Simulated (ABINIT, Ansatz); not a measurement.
# A GW chain in ABINIT: InF3 (R-3c), part 2 of 3

How does a plane-wave GW calculation on InF3 (R-3c) run from the first input to the gap?

ABINIT 10.8.3; LDA and many-body steps on it, plane waves. Known limits of the many-body steps: not at the basis limit; no spin-orbit coupling.

So far. Step 2 (Ground state): The gap is indirect, with the least direct gap 0.03 eV higher.

## (3) Bands along the symmetry lines

Level of this step: DFT, LDA, plane waves, norm-conserving pseudopotentials (ABINIT).

Levels along a band path, at the cheap level, show where the edges lie and whether the meshes to come will hold them.

File run.abi:

```
acell 3*1.0 Angstrom
rprim 
  2.602141182914 1.502346912402 4.907506134507
  -2.602141182914 1.502346912402 4.907506134507
  0.000000000000 -3.004693824873 4.907506134486
ntypat 2
znucl 49 9
natom 8
typat 1 1 2 2 2 2 2 2
xred 
  0.500000000000 0.500000000000 0.500000000000
  -0.000000000000 0.000000000000 0.000000000000
  0.395709220000 0.750000000000 0.104290780000
  0.750000000000 0.104290780000 0.395709220000
  0.895709220000 0.604290780000 0.250000000000
  0.250000000000 0.895709220000 0.604290780000
  0.604290780000 0.250000000000 0.895709220000
  0.104290780000 0.395709220000 0.750000000000
pp_dirpath "pseudos"
pseudos "In.upf, F.upf"
ecut 36
iscf -2
irdden 1
kptopt 0
nkpt 31
kpt 
  0.00000000 0.00000000 0.00000000
  0.12500000 0.12500000 0.12500000
  0.25000000 0.25000000 0.25000000
  0.37500000 0.37500000 0.37500000
  0.50000000 0.50000000 0.50000000
  0.56771382 0.43228618 0.50000000
  0.63542764 0.36457236 0.50000000
  0.70314146 0.29685854 0.50000000
  0.77085528 0.22914472 0.50000000
  0.50000000 -0.22914472 0.22914472
  0.50000000 -0.17185854 0.17185854
  0.50000000 -0.11457236 0.11457236
  0.50000000 -0.05728618 0.05728618
  0.50000000 0.00000000 0.00000000
  0.37500000 0.00000000 0.00000000
  0.25000000 0.00000000 0.00000000
  0.12500000 0.00000000 0.00000000
  0.00000000 0.00000000 0.00000000
  0.09114309 -0.09114309 0.00000000
  0.18228618 -0.18228618 0.00000000
  0.27342927 -0.27342927 0.00000000
  0.36457236 -0.36457236 -0.00000000
  0.63542764 0.00000000 0.36457236
  0.60157073 0.00000000 0.39842927
  0.56771382 0.00000000 0.43228618
  0.53385691 0.00000000 0.46614309
  0.50000000 0.00000000 0.50000000
  0.37500000 0.00000000 0.37500000
  0.25000000 0.00000000 0.25000000
  0.12500000 0.00000000 0.12500000
  0.00000000 0.00000000 0.00000000
istwfk *1
nband 49
nbdbuf 2
tolwfr 1e-08
nstep 40
prtwf 0
prtvol 0
indata_prefix "in"
outdata_prefix "out"
tmpdata_prefix "tmp"
```

Started as:

```
$ OMP_NUM_THREADS=1 mpirun -n 8 abinit run.abi > log
```

Numbers of over 12 decimals in the logs are rounded to 6 here.

What it wrote:

```text
.Version 10.8.3 of ABINIT. v10.8.2 released Aug 2026.

 Symmetries : space group R-3 c (#167); Bravais hR (rhombohedral)
[... echo of the input left out ...]
== DATASET  1 ==================================================================
-   mpi_nproc: 8, omp_nthreads: 1 (-1 if OMP is not activated)

--- !DatasetInfo
iteration_state: {dtset: 1, }
dimensions: {natom: 8, nkpt: 31, mband: 49, nsppol: 1, nspinor: 1, nspden: 1, mpw: 8034, }
cutoff_energies: {ecut:  36.0, pawecutdg:  -1.0, }
electrons: {nelect:   8.40000000E+01, charge:   0.00000000E+00, occopt:   1.00000000E+00, tsmear:   1.00000000E-02, }

 Real(R)+Recip(G) space primitive vectors, cartesian coordinates (Bohr,Bohr^-1):
 R(1)=  4.9173342  2.8390242  9.2738426  G(1)=  0.1016811  0.0587056  0.0359434
 R(2)= -4.9173342  2.8390242  9.2738426  G(2)= -0.1016811  0.0587056  0.0359434
 R(3)=  0.0000000 -5.6780484  9.2738426  G(3)=  0.0000000 -0.1174112  0.0359434
 Unit cell volume ucvol=  7.7680102E+02 bohr^3
 Angles (23,13,12)=  5.37710328E+01  5.37710328E+01  5.37710328E+01 degrees

 getcut: wavevector=  0.0000  0.0000  0.0000  ngfft=  60  60  60
         ecut(hartree)=     36.000   => boxcut(ratio)=   2.04307

--- Pseudopotential description ------------------------------------------------
- In Generated using ONCVPSP code by D. R. Hamann
- 49.00000  21.00000  180309                  znucl, zion, pspdat
12 -1012 2 -1 1894                            pspcod,pspxc,lmax,lloc,mmax
     nproj     2     2     2
  pspatm : epsatm=   33.93291270
         --- l  ekb(1:nproj) -->
             0    8.377455   -0.565121
             1    2.447487   -1.211193
             2   -3.400789   -0.970230
 pspatm: atomic psp has been read  and splines computed

- F Generated using ONCVPSP code by D. R. Hamann
-  9.00000   7.00000  201202                  znucl, zion, pspdat
12 -1012 2 -1 824                             pspcod,pspxc,lmax,lloc,mmax
     nproj     2     2     1
  pspatm : epsatm=    4.94580260
         --- l  ekb(1:nproj) -->
[...]
2   -2.364936
 pspatm: atomic psp has been read  and splines computed

--------------------------------------------------------------------------------

================================================================================
 prteigrs : about to open file out_EIG
 Non-SCF case, kpt    1 (  0.00000  0.00000  0.00000), residuals and eigenvalues=
  2.91E-09  8.58E-09  1.52E-09  3.69E-09  4.60E-09  8.75E-09  4.80E-09  6.02E-09
  7.32E-09  4.33E-09  4.15E-09  5.60E-09  6.25E-09  7.44E-09  3.06E-09  8.25E-09
  2.26E-09  6.61E-09  3.95E-09  1.48E-09  1.25E-09  3.16E-09  2.85E-09  7.75E-09
[...]
4.27E-05
 -4.1150E+00 -4.1150E+00 -2.5942E+00 -2.5942E+00 -2.5942E+00 -2.5942E+00
 -2.5935E+00 -2.5935E+00 -7.7003E-01 -7.5295E-01 -7.5295E-01 -7.4826E-01
 -7.4452E-01 -7.4452E-01 -4.4002E-01 -4.4002E-01 -4.2236E-01 -4.2236E-01
[...]
-4.6027E-02 -4.6027E-02 -4.4138E-02 -4.4138E-02 -3.8820E-02 -3.8820E-02
  1.0973E-01  3.0850E-01  3.4547E-01  3.8581E-01  3.8581E-01  4.2215E-01
[...]
--- !ResultsGS
iteration_state: {dtset: 1, }
comment   : Summary of ground state results
lattice_vectors:
- [  4.9173342,   2.8390242,   9.2738426, ]
- [ -4.9173342,   2.8390242,   9.2738426, ]
- [  0.0000000,  -5.6780484,   9.2738426, ]
lattice_lengths: [  10.87402,   10.87402,   10.87402, ]
lattice_angles: [ 53.771,  53.771,  53.771, ] # degrees, (23, 13, 12)
lattice_volume:   7.7680102E+02
convergence: {deltae:  0.000E+00, res2:  0.000E+00, residm:  9.975E-09, diffor:  0.000E+00, }
etotal    :  -5.46373756E+02
entropy   :   0.00000000E+00
fermie    :  -3.76460518E-02
cartesian_stress_tensor: null
pressure_GPa: null
xred      :
- [  5.0000E-01,   5.0000E-01,   5.0000E-01, In]
- [  0.0000E+00,   0.0000E+00,   0.0000E+00, In]
- [  3.9571E-01,   7.5000E-01,   1.0429E-01,  F]
- [  7.5000E-01,   1.0429E-01,   3.9571E-01,  F]
- [  8.9571E-01,   6.0429E-01,   2.5000E-01,  F]
- [  2.5000E-01,   8.9571E-01,   6.0429E-01,  F]
- [  6.0429E-01,   2.5000E-01,   8.9571E-01,  F]
- [  1.0429E-01,   3.9571E-01,   7.5000E-01,  F]
cartesian_forces: null
force_length_stats: {min: null, max: null, mean: null, }

 Integrated electronic density in atomic spheres:
 ------------------------------------------------
 Atom  Sphere_radius  Integrated_density
[...]
================================================================================

 ----iterations are completed or convergence reached----

 Mean square residual over all n,k,spin=   50.063E-10; max=  99.750E-10
 reduced coordinates (array xred) for    8 atoms
[...]
0.604290780000      0.250000000000      0.895709220000
       0.104290780000      0.395709220000      0.750000000000

 cartesian coordinates (angstrom) at end:
    1      0.000000    -3.45e-11     7.361259
    2      0.000000     0.000000     0.000000
    3     -0.921915     1.407891     6.134383
[...]
7      0.921915    -1.407891     8.588136
    8     -0.758312    -1.502347     6.134383
 length scales=  1.889726125908  1.889726125908  1.889726125908 bohr
              =  1.000000000000  1.000000000000  1.000000000000 angstroms
 prteigrs : about to open file out_EIG
 Eigenvalues (hartree) for nkpt=  31  k points:
 kpt#   1, nband= 49, wtk=  1.00000, kpt=  0.0000  0.0000  0.0000 (reduced coord)
[...]
kpt#   2, nband= 49, wtk=  1.00000, kpt=  0.1250  0.1250  0.1250 (reduced coord)
[...]
kpt#   3, nband= 49, wtk=  1.00000, kpt=  0.2500  0.2500  0.2500 (reduced coord)
[...]
kpt#  30, nband= 49, wtk=  1.00000, kpt=  0.1250  0.0000  0.1250 (reduced coord)
[...]
0.45953
 kpt#  31, nband= 49, wtk=  1.00000, kpt=  0.0000  0.0000  0.0000 (reduced coord)
[...]
-0.07896   -0.05970   -0.05970   -0.04857   -0.04603   -0.04603   -0.04414   -0.04414
  -0.03882   -0.03882    0.10973    0.30850    0.34547    0.38581    0.38581    0.42215
   0.45572

== END DATASET(S) ==============================================================
================================================================================

 -outvars: echo values of variables after computation  --------
            nband          49
             nkpt          31
          spgroup         167
 [... the other variables as echoed above ...]

 Calculation completed.
```

Run time: 45 s. Hardware: 8 MPI ranks of Arm Neoverse V1, shared host; peak memory 0.82 GiB; 6 min of CPU time.

This step gave:

| Quantity | Value |
| --- | --- |
| gap | 4.010 eV |
| k of the valence top | 0.5, 0, 0.5 |
| k of the conduction bottom | 0, 0, 0 |
| least direct gap | 4.042 eV |

The gap is 4.010 eV, as in the run before at this level.

The electronic bands at the labelled points (eV, zero at the top of the highest filled band):

| point | band 39 | band 40 | band 41 | band 42 | band 43 | band 44 | band 45 | band 46 |
| --- | --- | --- | --- | --- | --- | --- | --- | --- |
| Γ | -0.18 | -0.18 | -0.03 | -0.03 | 4.01 | 9.42 | 10.43 | 11.52 |
| halfway | -0.18 | -0.18 | -0.05 | -0.05 | 4.78 | 8.22 | 11.15 | 11.80 |
| T | -0.12 | -0.12 | -0.12 | -0.12 | 6.43 | 6.43 | 11.71 | 11.71 |
| halfway | -0.21 | -0.21 | -0.14 | -0.14 | 6.78 | 6.78 | 10.67 | 10.67 |
| H2 | -0.18 | -0.18 | -0.09 | -0.09 | 7.09 | 7.09 | 10.04 | 10.04 |
| jump to H0 | -0.18 | -0.18 | -0.09 | -0.09 | 7.09 | 7.09 | 10.04 | 10.04 |
| halfway | -0.26 | -0.26 | -0.10 | -0.10 | 6.80 | 6.80 | 10.55 | 10.55 |
| L | -0.26 | -0.26 | -0.13 | -0.13 | 6.62 | 6.62 | 11.02 | 11.02 |
| halfway | -0.28 | -0.27 | -0.11 | -0.05 | 4.88 | 8.40 | 10.96 | 11.04 |
| Γ | -0.18 | -0.18 | -0.03 | -0.03 | 4.01 | 9.42 | 10.43 | 11.52 |
| halfway | -0.23 | -0.19 | -0.16 | -0.03 | 5.19 | 8.21 | 10.47 | 11.33 |
| S0 | -0.22 | -0.18 | -0.14 | -0.03 | 6.85 | 7.23 | 9.89 | 10.63 |
| jump to S2 | -0.22 | -0.18 | -0.14 | -0.03 | 6.85 | 7.23 | 9.89 | 10.63 |
| halfway | -0.21 | -0.19 | -0.16 | -0.01 | 6.62 | 7.83 | 9.71 | 10.51 |
| F | -0.24 | -0.20 | -0.15 | 0.00 | 6.54 | 8.09 | 9.60 | 10.49 |
| halfway | -0.27 | -0.16 | -0.14 | -0.09 | 5.10 | 8.53 | 10.55 | 10.74 |
| Γ | -0.18 | -0.18 | -0.03 | -0.03 | 4.01 | 9.42 | 10.43 | 11.52 |

## (4) Empty states on the mesh, 4×4×4 mesh, 267 bands

The sums over transitions need many empty states on a uniform mesh; this step solves for them.

File run.abi:

```
acell 3*1.0 Angstrom
rprim 
  2.602141182914 1.502346912402 4.907506134507
  -2.602141182914 1.502346912402 4.907506134507
  0.000000000000 -3.004693824873 4.907506134486
ntypat 2
znucl 49 9
natom 8
typat 1 1 2 2 2 2 2 2
xred 
  0.500000000000 0.500000000000 0.500000000000
  -0.000000000000 0.000000000000 0.000000000000
  0.395709220000 0.750000000000 0.104290780000
  0.750000000000 0.104290780000 0.395709220000
  0.895709220000 0.604290780000 0.250000000000
  0.250000000000 0.895709220000 0.604290780000
  0.604290780000 0.250000000000 0.895709220000
  0.104290780000 0.395709220000 0.750000000000
pp_dirpath "pseudos"
pseudos "In.upf, F.upf"
ecut 36
ngkpt 4 4 4
nshiftk 1
shiftk 0 0 0
kptopt 1
chksymbreak 0
iscf -2
irdden 1
istwfk *1
nband 267
nbdbuf 24
tolwfr 1e-09
nstep 60
prtvol 0
indata_prefix "in"
outdata_prefix "out"
tmpdata_prefix "tmp"
```

What it wrote:

```text
.Version 10.8.3 of ABINIT. v10.8.2 released Aug 2026.

 Symmetries : space group R-3 c (#167); Bravais hR (rhombohedral)
[... echo of the input left out ...]
== DATASET  1 ==================================================================
-   mpi_nproc: 8, omp_nthreads: 1 (-1 if OMP is not activated)
-    --> not optimal distribution: autoparal keyword recommended in input file <--

--- !DatasetInfo
iteration_state: {dtset: 1, }
dimensions: {natom: 8, nkpt: 13, mband: 267, nsppol: 1, nspinor: 1, nspden: 1, mpw: 8026, }
cutoff_energies: {ecut:  36.0, pawecutdg:  -1.0, }
electrons: {nelect:   8.40000000E+01, charge:   0.00000000E+00, occopt:   1.00000000E+00, tsmear:   1.00000000E-02, }

 Real(R)+Recip(G) space primitive vectors, cartesian coordinates (Bohr,Bohr^-1):
 R(1)=  4.9173342  2.8390242  9.2738426  G(1)=  0.1016811  0.0587056  0.0359434
 R(2)= -4.9173342  2.8390242  9.2738426  G(2)= -0.1016811  0.0587056  0.0359434
 R(3)=  0.0000000 -5.6780484  9.2738426  G(3)=  0.0000000 -0.1174112  0.0359434
 Unit cell volume ucvol=  7.7680102E+02 bohr^3
 Angles (23,13,12)=  5.37710328E+01  5.37710328E+01  5.37710328E+01 degrees

 getcut: wavevector=  0.0000  0.0000  0.0000  ngfft=  60  60  60
         ecut(hartree)=     36.000   => boxcut(ratio)=   2.04307

--- Pseudopotential description ------------------------------------------------
- In Generated using ONCVPSP code by D. R. Hamann
- 49.00000  21.00000  180309                  znucl, zion, pspdat
12 -1012 2 -1 1894                            pspcod,pspxc,lmax,lloc,mmax
     nproj     2     2     2
  pspatm : epsatm=   33.93291270
         --- l  ekb(1:nproj) -->
             0    8.377455   -0.565121
             1    2.447487   -1.211193
             2   -3.400789   -0.970230
 pspatm: atomic psp has been read  and splines computed

- F Generated using ONCVPSP code by D. R. Hamann
-  9.00000   7.00000  201202                  znucl, zion, pspdat
12 -1012 2 -1 824                             pspcod,pspxc,lmax,lloc,mmax
     nproj     2     2     1
  pspatm : epsatm=    4.94580260
         --- l  ekb(1:nproj) -->
[...]
2   -2.364936
 pspatm: atomic psp has been read  and splines computed

--------------------------------------------------------------------------------

================================================================================
 prteigrs : about to open file out_EIG
 Non-SCF case, kpt    1 (  0.00000  0.00000  0.00000), residuals and eigenvalues=
  1.67E-10  1.94E-10  1.93E-10  1.84E-10  1.50E-10  1.65E-10  1.66E-10  1.45E-10
  1.24E-10  1.10E-10  1.78E-10  1.78E-10  1.31E-10  2.48E-10  2.60E-10  3.24E-10
  3.59E-10  2.12E-10  2.23E-10  3.15E-10  2.45E-10  3.78E-10  2.85E-10  2.79E-10
[...]
-4.1150E+00 -4.1150E+00 -2.5942E+00 -2.5942E+00 -2.5942E+00 -2.5942E+00
 -2.5935E+00 -2.5935E+00 -7.7003E-01 -7.5295E-01 -7.5295E-01 -7.4826E-01
 -7.4452E-01 -7.4452E-01 -4.4002E-01 -4.4002E-01 -4.2236E-01 -4.2236E-01
[...]
3.1298E+00  3.1355E+00  3.1603E+00  3.1603E+00  3.1631E+00  3.1675E+00
  3.1966E+00  3.1992E+00  3.1993E+00  3.2021E+00  3.2021E+00  3.2200E+00
[...]
prteigrs : prtvol=0 or 1, do not print more k-points.

--- !ResultsGS
iteration_state: {dtset: 1, }
comment   : Summary of ground state results
lattice_vectors:
- [  4.9173342,   2.8390242,   9.2738426, ]
- [ -4.9173342,   2.8390242,   9.2738426, ]
- [  0.0000000,  -5.6780484,   9.2738426, ]
lattice_lengths: [  10.87402,   10.87402,   10.87402, ]
lattice_angles: [ 53.771,  53.771,  53.771, ] # degrees, (23, 13, 12)
lattice_volume:   7.7680102E+02
convergence: {deltae:  0.000E+00, res2:  0.000E+00, residm:  9.966E-10, diffor:  0.000E+00, }
etotal    :  -5.46373756E+02
entropy   :   0.00000000E+00
fermie    :  -3.76460518E-02
cartesian_stress_tensor: null
pressure_GPa: null
xred      :
- [  5.0000E-01,   5.0000E-01,   5.0000E-01, In]
- [  0.0000E+00,   0.0000E+00,   0.0000E+00, In]
- [  3.9571E-01,   7.5000E-01,   1.0429E-01,  F]
- [  7.5000E-01,   1.0429E-01,   3.9571E-01,  F]
- [  8.9571E-01,   6.0429E-01,   2.5000E-01,  F]
- [  2.5000E-01,   8.9571E-01,   6.0429E-01,  F]
- [  6.0429E-01,   2.5000E-01,   8.9571E-01,  F]
- [  1.0429E-01,   3.9571E-01,   7.5000E-01,  F]
cartesian_forces: null
force_length_stats: {min: null, max: null, mean: null, }

 Integrated electronic density in atomic spheres:
 ------------------------------------------------
 Atom  Sphere_radius  Integrated_density
[...]
================================================================================

 ----iterations are completed or convergence reached----

 Mean square residual over all n,k,spin=   30.900E-11; max=  99.662E-11
 reduced coordinates (array xred) for    8 atoms
[...]
0.104290780000      0.395709220000      0.750000000000

 cartesian coordinates (angstrom) at end:
    1      0.000000    -3.45e-11     7.361259
    2      0.000000     0.000000     0.000000
    3     -0.921915     1.407891     6.134383
[...]
7      0.921915    -1.407891     8.588136
    8     -0.758312    -1.502347     6.134383
 length scales=  1.889726125908  1.889726125908  1.889726125908 bohr
              =  1.000000000000  1.000000000000  1.000000000000 angstroms
 prteigrs : about to open file out_EIG
 Eigenvalues (hartree) for nkpt=  13  k points:
 kpt#   1, nband=267, wtk=  0.01563, kpt=  0.0000  0.0000  0.0000 (reduced coord)
[...]
3.06793    3.09174    3.12515    3.12515    3.12979    3.13551    3.16029    3.16029
   3.16314    3.16750    3.19665    3.19921    3.19927    3.20207    3.20213    3.21999
   3.22057    3.22628    3.27380
 prteigrs : prtvol=0 or 1, do not print more k-points.

== END DATASET(S) ==============================================================
================================================================================

 -outvars: echo values of variables after computation  --------
            nband         267
             nkpt          13
          spgroup         167
 [... the other variables as echoed above ...]

 Calculation completed.
```

It took 3.6 min on 8 MPI ranks; peak memory 1.1 GiB.

This step gave:

```
gap                                                           : 4.010 eV
k of the valence top                                          : 0.5, 0.5, 0
k of the conduction bottom                                    : 0, 0, 0
least direct gap                                              : 4.042 eV
k points computed                                             : 13
lowest point of the top converged band, above the valence top : 82.1049 eV
```

On this mesh the gap is 4.010 eV.

## (5) Screening, 4×4×4 mesh, 243 bands, screening to 174.2 eV

The RPA dielectric matrix is built and inverted for each q.

This step: RPA screening on LDA, plane waves, norm-conserving pseudopotentials.

Changes to run.abi since step 4:

```diff
@@ -26,10 +26,11 @@
 chksymbreak 0
-iscf -2
-irdden 1
 istwfk *1
-nband 267
-nbdbuf 24
-tolwfr 1e-09
-nstep 60
-prtvol 0
+occopt 1
+irdwfk 1
+optdriver 3
+nband 243
+ecuteps 6.4
+inclvkb 2
+awtr 1
+symchi 1
 indata_prefix "in"
```

What it wrote:

```text
.Version 10.8.3 of ABINIT. v10.8.2 released Aug 2026.

 Symmetries : space group R-3 c (#167); Bravais hR (rhombohedral)
[... echo of the input left out ...]
== DATASET  1 ==================================================================
-   mpi_nproc: 8, omp_nthreads: 1 (-1 if OMP is not activated)

--- !DatasetInfo
iteration_state: {dtset: 1, }
dimensions: {natom: 8, nkpt: 13, mband: 243, nsppol: 1, nspinor: 1, nspden: 1, mpw: 8026, }
cutoff_energies: {ecut:  36.0, pawecutdg:  -1.0, }
electrons: {nelect:   8.40000000E+01, charge:   0.00000000E+00, occopt:   1.00000000E+00, tsmear:   1.00000000E-02, }

 SCREENING: Calculation of the susceptibility and dielectric matrices

 Based on a program developped by R.W. Godby, V. Olevano, G. Onida, and L. Reining.
 Incorporated in ABINIT by V. Olevano, G.-M. Rignanese, and M. Torrent.
.Using double precision arithmetic ; gwpc =  8

[... cell and pseudopotentials left out ...]
--------------------------------------------------------------------------------

 ==== K-mesh for the wavefunctions ====
 Number of points in the irreducible wedge :    13
[... list of points left out ...]
 Together with 12 symmetry operations and time-reversal symmetry
 yields    64 points in the full Brillouin Zone.

 ==== Q-mesh for the screening function ====
 Number of points in the irreducible wedge :    13
[... list of points left out ...]
 Together with 12 symmetry operations and time-reversal symmetry
 yields    64 points in the full Brillouin Zone.

 setmesh: FFT mesh size selected  =    48x   48x   48
          total number of points  =       110592

 vcoul_init : cutoff-mode = AUXILIARY_FUNCTION
 q-points for optical limit:   1
     1)      0.000010    0.000020    0.000030

- screening: taking advantage of time-reversal symmetry
- Maximum band index for partially occupied states nbvw = 42
- Remaining bands to be divided among processors   nbcw = 201
- Number of bands treated by each node ~25

 Number of electrons calculated from density =   84.0000; Expected =   84.0000
 average of density, n =  0.108136
 r_s =    1.3021
 omega_plasma =   31.7205 [eV]

 calculating chi0 at frequencies [eV] :
  1    0.000000E+00    0.000000E+00
  2    0.000000E+00    3.172052E+01

--------------------------------------------------------------------------------
  q-point number  1        q = ( 0.000000, 0.000000, 0.000000) [r.l.u.]
--------------------------------------------------------------------------------
[... chi0 elements left out ...]
 For q-point:  0.000010 0.000020 0.000030
  dielectric constant =   2.4076
  dielectric constant without local fields =   2.5444

  Average fulfillment of the sum rule on Im[epsilon] for q-point    1 :     56.92  [%]
[... wings left out ...]
  q-point number  2        q = ( 0.250000, 0.000000, 0.000000) [r.l.u.]
--------------------------------------------------------------------------------
[... chi0 elements left out ...]
  Average fulfillment of the sum rule on Im[epsilon] for q-point    2 :     66.23  [%]

 [... 11 further q-points ...]
```

It took 28 min on 8 MPI ranks; peak memory 14 GiB; 3.8 h of CPU time.

This step gave:

```
ε∞ with local fields, on this mesh, along the program's q direction : 2.408
the same without local fields                                       : 2.544
plasma frequency                                                    : 31.72 eV
plane waves in the screening matrix                                 : 593
```

Local fields lower ε∞ by 5 %.

(Continued in part 3 of 3.)

[Paths, hosts, dates, memory and timing lines, banners, echoed tables and standing remarks are left out of the program output.]

[Logs are printed without paths, hosts, clocks, repeated set-up lines and the standing remarks that a program may print on its own settings, such as how far it seeks lower states.]

[Runs of the session that timed out or met a known fault of the program may be left out.]

[Hosts, paths, dates, database ids (printed as entryN), source tags and the programs' standing remarks are cut or masked in the printed files.]

[G0W0 gaps are taken among the corrected bands and points alone; a level outside them can change the order at an edge.]

[Where Ansatz stands beside ABINIT at settings called matched, ABINIT's density can come from a denser mesh and the files from another edition; pairs whose starting gaps differed by over 0.03 eV were left out, so agreement reads better than it is.]
